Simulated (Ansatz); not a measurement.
## SiGeO4 (built on the sites of a database entry of SiO2): a soft mode frozen in

Which phase does SiGeO4 (built on the sites of a database entry of SiO2) fall into along its unstable mode, and how much energy does it gain?

Calculated with Ansatz 0.2.0; DFT PBEsol, scalar-relativistic, plane waves, PseudoDojo norm-conserving pseudopotentials.

This is a report of a sequence of runs, with most program output left out.

The structure was built from a prototype and need not be the compound's stable phase.

**1. Starting point**

The structure is cubic, space group F-43m (No. 216). The conventional cell has a = 7.676 Å, b = 7.676 Å, c = 7.676 Å, α = 90.00°, β = 90.00°, γ = 90.00°. Si has 4 O at 1.61 Å nearest. Nearest to Ge lie 4 O at 1.72 Å. Nearest to O lie 1 Si at 1.61 Å and 1 Ge at 1.72 Å. Farther neighbours and most contacts between anions are not listed.

**2. Phonons on a q mesh**

The cell comes from relaxations at this level that are not shown. Stability and thermal properties need the whole zone. Linear response on a 2×2×2 q mesh gives force constants as far as a supercell of that size would, and the tensors from the zone-centre run are typed in so that the long-range dipole term is interpolated apart.

Contents of input.yaml:

```yaml
crystal:
  lattice:
    - [0.0, 3.8379174859, 3.8379174859]
    - [3.8379174859, 0.0, 3.8379174859]
    - [3.8379174859, 3.8379174859, 0.0]
  atoms:
    - { symbol: Si, position: [0.0, 0.0, 0.0] }
    - { symbol: Ge, position: [0.25, 0.25, 0.25] }
    - { symbol: O, position: [0.1209006003, 0.1209006003, 0.1209006003] }
    - { symbol: O, position: [0.6372981992, 0.1209006003, 0.1209006003] }
    - { symbol: O, position: [0.1209006003, 0.1209006003, 0.6372981992] }
    - { symbol: O, position: [0.1209006003, 0.6372981992, 0.1209006003] }
kpoints:
  mp_grid: { grid: [4, 4, 4] }
hamiltonian:
  xc: pbesol
  pseudopotentials: { kind: nc, accuracy: standard }
scf:
  occupations: { method: fixed }
output:
  eigenvalues: true
phonons:
  method: dfpt
  qmesh: [2, 2, 2]
  temperatures: { t_max: 1000, t_step: 50 }
  qpath:
    path:
      - [[0.0, 0.0, 0.0], [-0.5, -0.5, 0.0], [-0.375, -0.375, 0.25]]
      - [[-0.375, 0.0, 0.375], [0.0, 0.0, 0.0], [0.0, 0.0, 0.5], [-0.5, -0.25, 0.25], [-0.5, -0.5, 0.0]]
    npoints: 10
  non_analytic_term:
    high_frequency_dielectric_tensor: [[2.1815, 0.0, 0.0], [0.0, 2.1815, 0.0], [0.0, 0.0, 2.1815]]
    born_effective_charges:
      - { species: Si, tensor: [[3.641, 0.0, 0.0], [0.0, 3.641, 0.0], [0.0, 0.0, 3.641]] }
      - { species: Ge, tensor: [[3.5445, 0.0, 0.0], [0.0, 3.5445, 0.0], [0.0, 0.0, 3.5445]] }
      - { species: O, tensor: [[-1.7964, -0.8221, -0.8221], [-0.8221, -1.7964, -0.8221], [-0.8221, -0.8221, -1.7964]] }
      - { species: O, tensor: [[-1.7964, 0.8221, 0.8221], [0.8221, -1.7964, -0.8221], [0.8221, -0.8221, -1.7964]] }
      - { species: O, tensor: [[-1.7964, -0.8221, 0.8221], [-0.8221, -1.7964, 0.8221], [0.8221, 0.8221, -1.7964]] }
      - { species: O, tensor: [[-1.7964, 0.8221, -0.8221], [0.8221, -1.7964, 0.8221], [-0.8221, 0.8221, -1.7964]] }
    source: "zone-centre run at this cell"
```

On the command line:

```console
$ ansatz run input.yaml --threads 8 --pin off --max-ram 14336MiB --backend cpu --events-out ev --progress --plain --runs-dir out
```

Wall time 38 s (8 threads of AMD EPYC 9R45, shared host); peak memory 2.2 GiB.

A gap read on the k-mesh alone can miss the band edges.

This step gave:

```yaml
gap_on_the_k_mesh: 4.310 eV
volume_per_atom: 18.84 Å³
sum_rule_residual_before_enforcement: 1.30e-4 eV/Å²
lowest_frequency_on_the_path: -124.4 cm⁻¹
point_group: -43m
highest_frequency_on_the_path_or_at_a_solved_wavevector: 1211 cm⁻¹
highest_optical_mode_at_the_zone_centre_no_lo_to_term: 1145 cm⁻¹
lowest_optical_zone_centre_mode: -124.4 cm⁻¹
lowest_mode_on_the_q_mesh_acoustic_modes_at_gamma_apart: -124.4 cm⁻¹
```

Frequencies (cm⁻¹) solved at each irreducible wavevector; negative means imaginary. Frequencies by wavevector, by row:

```
q in reciprocal lattice units  star  mode 1  mode 2  mode 3  mode 4  mode 16  mode 17  mode 18
                        0 0 0     1  -124.4  -124.4  -124.4       0     1051     1051     1145
                     0 0 -0.5     4  -124.4   -56.5   -56.5   177.3     1051     1139     1200
                  0 -0.5 -0.5     3   -83.8   -83.8   150.7   204.6     1052     1142     1211
```

Interpolated from a 2×2×2 q mesh, with the LO-TO term (at Γ the limit along the path; where Γ stands inside the path, tables give the limit on arrival). Phonon branches along the path, in cm⁻¹:

```
    point  branch 1  branch 2  branch 3  branch 4  branch 15  branch 16  branch 17  branch 18
        Γ      -124      -124      -124         0       1051       1051       1145       1188
  halfway       -96       -96       -35       117       1051       1051       1142       1200
        X       -84       -84       151       205       1052       1052       1142       1211
  halfway       -85       -45       145       188       1052       1055       1140       1208
        U       -90       102       130       161       1052       1059       1139       1202
jump to K       -90       102       130       161       1052       1059       1139       1202
  halfway      -111       -58        51        73       1051       1054       1140       1195
        Γ      -124      -124      -124         0       1051       1051       1145       1188
  halfway      -124       -80       -80        91       1051       1051       1142       1194
        L      -124       -56       -56       177       1051       1051       1139       1200
  halfway       -91        33       116       163       1052       1058       1138       1198
        W        78        78       108       136       1054       1059       1138       1200
  halfway       -50       -48       139       173       1053       1056       1140       1206
        X       -84       -84       151       205       1052       1052       1142       1211
```

Symmetry leaves 3 wavevectors to solve. The lowest mode among them, the acoustic zeros apart, lies at Γ and is imaginary, 124.4i cm⁻¹, so the energy falls along it.

**3. The mode frozen in, largest atomic shift 0 Å**

The mode followed lies at Γ with frequency 124.4i cm⁻¹ and is 3-fold degenerate, the softest among the wavevectors solved. At small amplitude the distorted cell has space group no. 82 by a symmetry search on the positions. The undistorted cell that holds it gives the zero of energy on the same k mesh.

input.yaml, the sections that differ from step 2:

```yaml
scf:
  occupations: { method: gaussian, width: 0.02 }
output:
  forces: true
  stress: true
  eigenvalues: true
# crystal, kpoints, hamiltonian: as in step 2
# phonons: removed
```

It took 0.64 s on 8 threads; peak memory 0.85 GiB; 4 s of CPU time.

Numbers from this step:

```
pressure                         : -9.32e-4 GPa
energy from the undistorted cell : 0 meV/atom
```

At this level the gap is 4.31 eV on the k-mesh of the self-consistent run, which can miss the band edges.

**4. The mode frozen in, largest atomic shift 0.32 Å**

The atoms are moved along the unstable eigenvector, the largest shift by 0.32 Å, with the cell fixed.

input.yaml, the sections that differ from step 3:

```yaml
crystal:
  lattice:
    - [0.0, 3.8379174859, 3.8379174859]
    - [3.8379174859, 0.0, 3.8379174859]
    - [3.8379174859, 3.8379174859, 0.0]
  atoms:
    - { symbol: Si, position: [0.0, 0.0, 0.0] }
    - { symbol: Ge, position: [0.25, 0.25, 0.25] }
    - { symbol: O, position: [0.1209006003, 0.0619430612, 0.1798581393] }
    - { symbol: O, position: [0.6372981992, 0.1798581393, 0.0619430612] }
    - { symbol: O, position: [0.1798581393, 0.1209006003, 0.6372981992] }
    - { symbol: O, position: [0.0619430612, 0.6372981992, 0.1209006003] }
# kpoints, hamiltonian, scf, output: as in step 3
```

It took 0.99 s on 8 threads; peak memory 0.97 GiB; 6.9 s of CPU time.

This step gave:

| Property | Result |
| --- | --- |
| pressure | -5.398 GPa |
| gap on the k-mesh | 4.062 eV |
| energy from the undistorted cell | -11.86 meV/atom |

The energy, extrapolated to zero smearing, is -11.86 meV/atom against the undistorted cell.

The run ends at a pressure of -5.40 GPa, with forces up to 0.25 eV/Å.

**5. Energy along the mode, all amplitudes (two of the runs are shown above)**

An imaginary frequency means negative curvature, so the energy should fall and then rise again as anharmonic terms take over.

This step gave:

```
depth at the lowest point sampled  : 11.86 meV/atom
largest atomic shift at that point : 0.32 Å
```

The energy from the parent by largest atomic shift:

```
largest atomic shift (Å)  energy from the parent (meV/atom)
                   0.000                                  0
                   0.040                             -0.481
                   0.080                              -1.86
                   0.140                              -5.20
                   0.220                              -10.2
                   0.320                              -11.9
                   0.450                               8.13
```

Displacement at unit largest shift by atom:

```
atom  x (Å)   y (Å)   z (Å)   size
 Si1  0.000   0.000   0.000  0.000
 Ge2  0.000   0.000   0.000  0.000
  O3  0.000   0.707  -0.707  1.000
  O4  0.000  -0.707   0.707  1.000
  O5  0.000   0.707   0.707  1.000
  O6  0.000  -0.707  -0.707  1.000
```

The lowest of the steps tried is at 0.32 Å, 11.9 meV/atom below the parent; the bottom of the well need not coincide with a step.

**6. Relaxing from the distorted cell**

Starting from the lowest point found, all atoms and the cell are let go, so that strain and other modes of the same symmetry can join in.

Changes to input.yaml since step 4:

```diff
@@ -18,3 +18,3 @@
 scf:
-  occupations: { method: gaussian, width: 0.02 }
+  occupations: { method: fixed }
 output:
@@ -23 +23,10 @@
   eigenvalues: true
+  write_density: true
+  write_potential: true
+  elf: true
+  volumetric_format: npy
+relax:
+  adjacent_minimum: "off"
+  f_tol: 0.002
+  max_steps: 120
+  cell: { stress_tol: 0.03 }
```

It took 11 s on 8 threads; peak memory 1.1 GiB; 78 s of CPU time.

The steps of the relaxation:

```
step  energy less that of the first step (eV)  largest force component (eV/Å)  pressure (GPa)  volume (Å³)
   1                                   0.0000                          0.1804           -5.40       113.06
   2                                  -0.0840                          0.1769           -2.75       109.85
   3                                  -0.1494                          0.2230            1.10       104.88
   4                                  -0.1914                          0.2730            1.96       102.11
   5                                  -0.3103                          0.0330           -0.44        95.35
   6                                  -0.3125                          0.1414           -1.17        91.59
   7                                  -0.3182                          0.0065            0.01        92.41
   8                                  -0.3182                          0.0022            0.00        92.50
   9                                  -0.3182                          0.0003            0.00        92.51
 10*                                  -0.3171                          0.0002           -0.03        92.51
```

Relaxation steps marked * repeat the geometry before them on a plane-wave basis chosen anew for their cell, so energy and pressure can jump there.

The run keeps the 4 symmetry operations that it works with, so distortions that break them were not tested.

```
conventional cell, symmetrised  before  after   change
                         a (Å)   5.428  4.988   -8.1 %
                         b (Å)   5.428  4.988   -8.1 %
                         c (Å)   7.676  7.437   -3.1 %
              volume (Å³/atom)   18.84  15.42  -18.2 %
```

The atoms that moved most (Å, as changes of fractional coordinates times the final cell):

```
atom      dx      dy      dz  length
  O6   0.003  -0.257  -0.240   0.352
  O3  -0.003   0.240  -0.257   0.352
  O4  -0.003  -0.240   0.257   0.352
  O5   0.003   0.257   0.240   0.352
```

The relaxed structure:

```xyz
6
Lattice="0.0000 3.5270 3.5270 3.7183 0.0000 3.5270 3.7183 3.5270 0.0000" Properties=species:S:1:pos:R:3 pbc="T T T"
Si    0.0000    0.0000    0.0000
Ge    1.8591    1.7635    1.7635
O     0.8957    1.3010    0.3881
O     0.8957    2.2260    3.1389
O     2.8226    3.1389    1.3010
O     2.8226    0.3881    2.2260
```

Numbers from this step:

```
pressure          : -0.02821 GPa
gap on the k-mesh : 4.802 eV
volume per atom   : 15.42 Å³
```

Electrostatic potential energy in the bc plane of the conventional cell at fractional x = 0.120, with atoms of O within 0.2 Å of it. With pseudopotentials it is smooth inside the atoms' cores, unlike the true potential.

Ten even steps from '0' (-52 eV) to '9' (10 eV), each cell a mean:
```
78899999999999999987
77899999999999999988
31588889999999999998
10278888999999999997
42577788668999999998
88887786105999999999
99988886004999999999
99999998547899999999
99999999877889999999
99999999877789999999
99999999877889999999
99999999887789999999
99999999983158888999
99999999971027888899
89999999984257778866
59999999998888778610
49999999999998888600
78999999999999999854
78899999999999999987
77899999999999999987
```
Columns run along b (7.1 Å; values clipped at the 3rd and 97th percentile), rows up along c (7.1 Å), edges of the conventional cell, whose origin can differ from the input's. Atoms in or near the plane, at fractional coordinates: O at (0.94, 0.18), O at (0.44, 0.68), O at (0.56, 0.32), O at (0.06, 0.82).

ELF in the bc plane of the conventional cell at fractional x = 0.120, with atoms of O within 0.2 Å of it. It is the smooth field of the valence electrons, not physical close to the nuclei.

Values, 11 rows by 16 columns, each cell a mean:
```
0.64 0.65 0.46 0.17 0.05 0.02 0.02 0.02 0.02 0.00 0.00 0.01 0.02 0.06 0.17 0.42
0.66 0.62 0.74 0.40 0.16 0.16 0.31 0.43 0.39 0.17 0.02 0.00 0.01 0.05 0.36 0.75
0.78 0.70 0.70 0.31 0.20 0.49 0.74 0.79 0.82 0.57 0.14 0.01 0.00 0.06 0.44 0.80
0.59 0.51 0.31 0.16 0.27 0.66 0.68 0.47 0.80 0.59 0.15 0.02 0.00 0.01 0.16 0.46
0.06 0.05 0.04 0.05 0.15 0.44 0.70 0.76 0.64 0.32 0.09 0.03 0.01 0.00 0.01 0.03
0.00 0.00 0.01 0.01 0.03 0.10 0.23 0.32 0.38 0.38 0.23 0.07 0.02 0.01 0.01 0.00
0.12 0.03 0.00 0.01 0.02 0.05 0.26 0.64 0.78 0.77 0.65 0.31 0.10 0.07 0.10 0.15
0.67 0.39 0.07 0.00 0.01 0.06 0.44 0.80 0.63 0.53 0.75 0.39 0.18 0.32 0.59 0.71
0.83 0.63 0.17 0.01 0.00 0.03 0.33 0.70 0.80 0.74 0.54 0.22 0.24 0.62 0.70 0.57
0.77 0.48 0.11 0.02 0.01 0.00 0.04 0.18 0.27 0.22 0.12 0.10 0.24 0.60 0.75 0.69
0.40 0.23 0.10 0.03 0.01 0.01 0.00 0.00 0.01 0.01 0.01 0.02 0.07 0.24 0.47 0.52
```
Columns run along b (7.1 Å), rows up along c (7.1 Å), edges of the conventional cell, whose origin can differ from the input's. Atoms in or near the plane, at fractional coordinates: O at (0.94, 0.18), O at (0.44, 0.68), O at (0.56, 0.32), O at (0.06, 0.82).

Valence density in the bc plane of the conventional cell at fractional x = 0.120, with atoms of O within 0.2 Å of it. It is the smooth field of the valence electrons, not physical close to the nuclei.

Ten even steps from '0' (0.0 e/Å³) to '9' (5.6 e/Å³), each cell a mean:
```
00000000000000000000
22100000000000000000
68410000000000000002
98720000000000000002
68410001341000000001
12100013894000000000
00000013995100000000
00000001452000000000
00000000111000000000
00000000000000000000
00000000000000000000
00000000002210000000
00000000026841000000
00000000029872000000
10000000016841000134
40000000001210001389
51000000000000001399
20000000000000000145
10000000000000000011
00000000000000000000
```
Columns run along b (7.1 Å), rows up along c (7.1 Å), edges of the conventional cell, whose origin can differ from the input's. Atoms in or near the plane, at fractional coordinates: O at (0.94, 0.18), O at (0.44, 0.68), O at (0.56, 0.32), O at (0.06, 0.82).

The distorted start has space group I-4; the relaxation ends in I-4.

**7. The new phase in its own primitive cell**

The relaxed structure is symmetrised, reduced to its primitive cell and relaxed tightly, as its phonons need.

Contents of input.yaml:

```yaml
crystal:
  lattice:
    - [-2.4939703976, 2.4939703976, 3.7182954005]
    - [2.4939703976, -2.4939703976, 3.7182954005]
    - [2.4939703976, 2.4939703976, -3.7182954005]
  atoms:
    - { symbol: Si, position: [0.0, 0.0, 0.0] }
    - { symbol: Ge, position: [0.25, 0.75, 0.5] }
    - { symbol: O, position: [0.6400974322, 0.0089789432, 0.8899735689] }
    - { symbol: O, position: [0.1190053743, 0.7501238633, 0.1100264311] }
    - { symbol: O, position: [0.9910210568, 0.8809946257, 0.631118489] }
    - { symbol: O, position: [0.2498761367, 0.3599025678, 0.368881511] }
kpoints:
  mp_grid: { grid: [6, 6, 6] }
hamiltonian:
  xc: pbesol
  pseudopotentials: { kind: nc, accuracy: standard }
scf:
  occupations: { method: fixed }
output:
  forces: true
  stress: true
  eigenvalues: true
relax:
  adjacent_minimum: "off"
  f_tol: 0.001
  max_steps: 60
  cell: { stress_tol: 0.01 }
```

The job ended after 9.2 s (8 threads; peak memory 1.1 GiB).

Little changed from the start: no atom moved by 0.005 Å and no cell edge by 0.1 %.

Numbers from this step:

```
pressure           : 0.005968 GPa
gap on the k-mesh  : 4.803 eV
volume per atom    : 15.40 Å³
direct gap on mesh : 4.851 eV
```

The largest force component left is 0.80 meV/Å and the pressure is 0.006 GPa, within the tolerances set. The cell now holds 15.40 Å³/atom.

[end of part 1 of 2]

[Logs are printed without paths, hosts, clocks, repeated set-up lines and the standing remarks that a program may print on its own settings, such as how far it seeks lower states.]

[Hosts, paths, dates, database ids (printed as entryN), source tags and the programs' standing remarks are cut or masked in the printed files.]
